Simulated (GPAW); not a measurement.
Entries from a set of simulations; values are calculated unless marked as measured.

### ZrSe3 (P2_1/m): G0W0 with GPAW, start to end

It takes space group P2_1/m (No. 11, monoclinic). Conventional cell: a = 5.411 Å, b = 3.749 Å, c = 9.444 Å, α = 90.00°, β = 97.48°, γ = 90.00°. Nearest to Zr lie 8 Se at 2.72 to 2.87 Å. Nearest to Se lie 4 Zr at 2.72 to 2.87 Å. Se has 1 Se at 2.34 Å and 2 Zr at 2.73 Å nearest. Se has 1 Se at 2.34 Å and 2 Zr at 2.74 Å nearest. Farther neighbours and most contacts between anions are not listed.

* method: DFT, LDA, plane waves, PAW (and 1 further level or step)
* program: GPAW 26.7.0
* settings of one run: cutoff 450 eV, GPAW PAW setups 1.2.1 data release, 2×4×2 k-mesh, nbands 318
* cost: 3 runs, 6.6 min in all on 12 MPI ranks of Intel Xeon Platinum 8375C at 2.90GHz (Ice Lake), shared host (the runs of this entry)
* notes: The cell and positions come from the Crystallography Open Database and are kept as given unless a step says otherwise. Limits: no spin-orbit coupling. Bands and cutoff are finite, so the gap is not at the basis limit. The miss can reach some tenths of an eV and take either sign; the mesh is an error of its own. The 2×4×2 mesh is coarse for this cell, which bears on the long-range parts of exchange and screening.
* LDA gap: 0.29 eV, indirect
* G0W0 gap on the mesh: 0.95 eV
* GW settings: 2×4×2 mesh, 308 bands, screening to 80 eV, Godby-Needs plasmon pole
* known limits: not at the basis limit; no spin-orbit coupling; coarse k mesh

G0W0 moves the gap on the mesh from 0.31 eV to 0.95 eV (+0.64 eV), with Z of 0.79 and 0.79 at the edges. Only 3 of the mesh's irreducible points were corrected, so a valley elsewhere could overtake.

[Runs of the session that timed out or met a known fault of the program may be left out.]

[Hosts, paths, dates, database ids (printed as entryN), source tags and the programs' standing remarks are cut or masked in the printed files.]
